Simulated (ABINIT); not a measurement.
# RbBH4 (F-43m): G0W0 with ABINIT, start to end, part 3 of 3

Wanted: ground state, empty states, screening and self-energy for RbBH4 (F-43m).

ABINIT 10.8.3; PBEsol and many-body steps on it, plane waves. Known limits of the many-body steps: not at the basis limit; no spin-orbit coupling; coarse k mesh.

So far. Step 4 (Empty states on the mesh, 2×2×2 mesh, 45 bands): On this mesh the gap is 5.909 eV. Step 5 (Screening, 2×2×2 mesh, 41 bands, screening to 87.1 eV): Local fields lower ε∞ by 13 %. On a Γ-centred mesh this coarse the value itself is usually too large, while a short band sum pulls it down.

### Step 6. Self-energy, 2×2×2 mesh, 41 bands, screening to 87.1 eV

The self-energy is evaluated for the states that the input lists, and the levels follow from it, in one-shot runs by the linearised quasiparticle equation.

This step: G0W0 on PBEsol, plane waves, norm-conserving pseudopotentials.

run.abi

```
acell 3*1.0 Angstrom
rprim 
  -0.000000000000 3.453240220000 3.453240220000
  3.453240220000 -0.000000000000 3.453240220000
  3.453240220000 3.453240220000 -0.000000000000
ntypat 3
znucl 37 5 1
natom 6
typat 1 2 3 3 3 3
xred 
  0.000000000000 0.000000000000 0.000000000000
  0.500000000000 0.500000000000 0.500000000000
  0.602415200000 0.602415200000 0.602415200000
  0.192754400000 0.602415200000 0.602415200000
  0.602415200000 0.602415200000 0.192754400000
  0.602415200000 0.192754400000 0.602415200000
pp_dirpath "pseudos"
pseudos "Rb.upf, B.upf, H.upf"
ecut 34
ngkpt 2 2 2
nshiftk 1
shiftk 0 0 0
kptopt 1
chksymbreak 0
istwfk *1
occopt 1
irdwfk 1
optdriver 4
nband 41
gwcalctyp 0
ecutsigx 34
symsigma 1
nkptgw 2
kptgw 
  0.0000000000 0.0000000000 0.0000000000
  0.5000000000 0.5000000000 0.0000000000
bdgw 
  6 12
  7 10
ecuteps 3.2
irdscr 1
ppmodel 1
indata_prefix "in"
outdata_prefix "out"
tmpdata_prefix "tmp"
```

Started as:

```console
$ OMP_NUM_THREADS=1 mpirun -n 4 abinit run.abi > log
```

Numbers of over 12 decimals in the logs are rounded to 6 here.

The log of the run:

```text
.Version 10.8.3 of ABINIT. v10.8.2 released Aug 2026.

 Symmetries : space group F-4 3 m (#216); Bravais cF (face-center cubic)
[... echo of the input left out ...]
== DATASET  1 ==================================================================
-   mpi_nproc: 4, omp_nthreads: 1 (-1 if OMP is not activated)

--- !DatasetInfo
iteration_state: {dtset: 1, }
dimensions: {natom: 6, nkpt: 3, mband: 41, nsppol: 1, nspinor: 1, nspden: 1, mpw: 5290, }
cutoff_energies: {ecut:  34.0, pawecutdg:  -1.0, }
electrons: {nelect:   1.60000000E+01, charge:   0.00000000E+00, occopt:   1.00000000E+00, tsmear:   1.00000000E-02, }

 SIGMA: Calculation of the GW corrections

 Based on a program developped by R.W. Godby, V. Olevano, G. Onida, and L. Reining.
 Incorporated in ABINIT by V. Olevano, G.-M. Rignanese, and M. Torrent.
.Using double precision arithmetic ; gwpc =  8

[... cell and pseudopotentials left out ...]
--------------------------------------------------------------------------------

 ==== K-mesh for the wavefunctions ====
 Number of points in the irreducible wedge :     3
[... list of points left out ...]
 Together with 24 symmetry operations and time-reversal symmetry
 yields     8 points in the full Brillouin Zone.

 ==== Q-mesh for screening function ====
 Number of points in the irreducible wedge :     3
[... list of points left out ...]
 Together with 24 symmetry operations and time-reversal symmetry
 yields     8 points in the full Brillouin Zone.

 vcoul_init : cutoff-mode = AUXILIARY_FUNCTION
 q-points for optical limit:   1
     1)      0.000010    0.000020    0.000030
 setmesh: FFT mesh size selected  =    50x   50x   50
          total number of points  =       125000

 Number of electrons calculated from density =   16.0000; Expected =   16.0000
 average of density, n =  0.028788
 r_s =    2.0241
 omega_plasma =   16.3667 [eV]

 === KS Band Gaps ===
  >>>> For spin  1
   Minimum direct gap =   6.0181 [eV], located at k-point      :   0.5000  0.5000  0.0000
   Fundamental gap    =   5.9086 [eV], Top of valence bands at :   0.0000  0.0000  0.0000
                                       Bottom of conduction at :   0.5000  0.5000  0.0000
 SIGMA fundamental parameters:
 PLASMON POLE MODEL  1
 number of plane-waves for SigmaX                 5209
 number of plane-waves for SigmaC and W            169
 number of plane-waves for wavefunctions          5209
 number of bands                                    41
 number of independent spin polarizations            1
 number of spinorial components                      1
 number of k-points in IBZ                           3
 number of q-points in IBZ                           3
 number of symmetry operations                      24
 number of k-points in BZ                            8
 number of q-points in BZ                            8
 number of frequencies for dSigma/dE                 9
 frequency step for dSigma/dE [eV]                0.25
 number of omega for Sigma on real axis              0
 max omega for Sigma on real axis  [eV]           0.00
 zcut for avoiding poles [eV]                     0.10

 EPSILON^-1 parameters (SCR file):
 dimension of the eps^-1 matrix on file            169
 dimension of the eps^-1 matrix used               169
 number of plane-waves for wavefunctions          5209
 number of bands                                    41
 number of q-points in IBZ                           3
 number of frequencies                               2
 number of real frequencies                          1
 number of imag frequencies                          1

 matrix elements of self-energy operator (all in [eV])

 Perturbative Calculation

--- !SelfEnergy_ee
iteration_state: {dtset: 1, }
kpoint     : [   0.000,    0.000,    0.000, ]
spin       : 1
KS_gap     :    6.167
QP_gap     :    8.901
Delta_QP_KS:    2.734
data: !SigmaeeData |
     Band     E0 <VxcDFT>   SigX SigC(E0)      Z dSigC/dE  Sig(E)    E-E0       E
        6  -2.776 -12.269 -16.117   2.363   0.825  -0.212 -13.494  -1.225  -4.001
        7  -2.776 -12.269 -16.117   2.363   0.825  -0.212 -13.494  -1.225  -4.001
        8  -2.776 -12.269 -16.117   2.363   0.825  -0.212 -13.494  -1.225  -4.001
        9   3.392  -7.687  -3.475  -2.470   0.866  -0.155  -6.178   1.509   4.901
       10   4.738  -7.771  -3.324  -2.338   0.874  -0.144  -5.926   1.845   6.583
       11   4.738  -7.771  -3.324  -2.338   0.874  -0.144  -5.926   1.845   6.583
       12   4.738  -7.771  -3.324  -2.338   0.874  -0.144  -5.926   1.845   6.583

--- !SelfEnergy_ee
iteration_state: {dtset: 1, }
kpoint     : [   0.500,    0.500,    0.000, ]
spin       : 1
KS_gap     :    6.018
QP_gap     :    8.690
Delta_QP_KS:    2.672
data: !SigmaeeData |
     Band     E0 <VxcDFT>   SigX SigC(E0)      Z dSigC/dE  Sig(E)    E-E0       E
        7  -2.885 -12.215 -16.036   2.333   0.826  -0.211 -13.444  -1.230  -4.115
        8  -2.885 -12.215 -16.036   2.333   0.826  -0.211 -13.444  -1.230  -4.115
        9   3.133  -6.780  -2.852  -2.285   0.878  -0.139  -5.337   1.443   4.576
       10   5.481  -7.575  -3.010  -2.604   0.871  -0.149  -5.868   1.707   7.188

== END DATASET(S) ==============================================================
================================================================================

 -outvars: echo values of variables after computation  --------
           etotal      0.0000000000E+00
            nband          41
             nkpt           3
          spgroup         216
 [... the other variables as echoed above ...]

 Calculation completed.
```

Elapsed: 5.9 s, on 4 MPI ranks of Arm Neoverse N1, shared host; peak memory 0.19 GiB; 23 s of CPU time.

This step gave:

```
G0W0 gap on the points computed              : 8.577 eV
starting gap on the mesh                     : 5.909 eV
k of the valence top                         : 0, 0, 0
k of the conduction bottom                   : 0.5, 0.5, 0
Z at the valence top                         : 0.825
Z at the conduction bottom                   : 0.878
least direct G0W0 gap on the computed points : 8.691 eV
```

The gap on the mesh goes from 5.91 eV to 8.58 eV, a correction of +2.67 eV.

Limits: finite bands, cutoff and mesh; no spin-orbit coupling; coarse k mesh. v1 is the top filled band, c1 the lowest empty one. Levels before and after the correction, in eV, zero at the valence-band top of each column:

|  | conduction bottom | valence top |
| --- | --- | --- |
| Kohn-Sham | 5.91 | 0.00 |
| G0W0 | 8.58 | 0.00 |

|  | level | energy (eV) |
| --- | --- | --- |
| Kohn-Sham | Γ v3-v1 | 0.000 |
| Kohn-Sham | Γ c1 | 6.167 |
| Kohn-Sham | Γ c2-c4 | 7.514 |
| Kohn-Sham | (0.5 0.5 0) v2-v1 | -0.110 |
| Kohn-Sham | (0.5 0.5 0) c1 | 5.909 |
| Kohn-Sham | (0.5 0.5 0) c2 | 8.256 |
| G0W0 | Γ v3-v1 | 0.000 |
| G0W0 | Γ c1 | 8.902 |
| G0W0 | Γ c2-c4 | 10.584 |
| G0W0 | (0.5 0.5 0) v2-v1 | -0.114 |
| G0W0 | (0.5 0.5 0) c1 | 8.577 |
| G0W0 | (0.5 0.5 0) c2 | 11.189 |

### Step 7. Where the time went

Times are wall times on 4 MPI ranks of Arm Neoverse N1, shared host, good to a factor of about two.

| step | time | share | memory (GiB) |
| --- | --- | --- | --- |
| ground state | 28 s | 32 % | 0.36 |
| bands along the symmetry lines | 36 s | 40 % | 0.34 |
| empty states on the mesh | 14 s | 15 % | 0.29 |
| screening | 5.5 s | 6 % | 0.19 |
| self-energy | 5.9 s | 7 % | 0.19 |

### Step 8. What came out

```yaml
pbesol_gap: 5.91 eV, indirect
g0w0_gap_on_the_mesh: 8.58 eV
gw_settings: 2×2×2 mesh, 41 bands, screening to 87.1 eV, Godby-Needs plasmon pole
known_limits: not at the basis limit; no spin-orbit coupling; coarse k mesh
```

G0W0 moves the gap on the mesh from 5.91 eV to 8.58 eV (+2.67 eV), with Z of 0.82 and 0.88 at the edges. Local fields lower the RPA ε∞ on this mesh from 2.67 to 2.33; a Γ-centred mesh this coarse tends to raise both, most where the direct gap is narrow, while a short band sum lowers them. Only 2 of the mesh's irreducible points were corrected, so a valley elsewhere could overtake. Bands and cutoff are finite, so the gap is not at the basis limit. The miss can reach some tenths of an eV and take either sign; the mesh is an error of its own. In the G0W0 run levels were corrected at 2 k points alone, so a gap called «on the mesh» is the least over those, and an edge elsewhere would be missed. The 2×2×2 mesh is coarse for this cell, which bears on the long-range parts of exchange and screening. The many-body steps are scalar-relativistic: spin-orbit coupling is not in them.

[Paths, hosts, dates, memory and timing lines, banners, echoed tables and standing remarks are left out of the program output.]

[Logs are printed without paths, hosts, clocks, repeated set-up lines and the standing remarks that a program may print on its own settings, such as how far it seeks lower states.]

[Runs of the session that timed out or met a known fault of the program may be left out.]

[Hosts, paths, dates, database ids (printed as entryN), source tags and the programs' standing remarks are cut or masked in the printed files.]

[G0W0 gaps are taken among the corrected bands and points alone; a level outside them can change the order at an edge.]

[Where Ansatz stands beside ABINIT at settings called matched, ABINIT's density can come from a denser mesh and the files from another edition; pairs whose starting gaps differed by over 0.03 eV were left out, so agreement reads better than it is.]
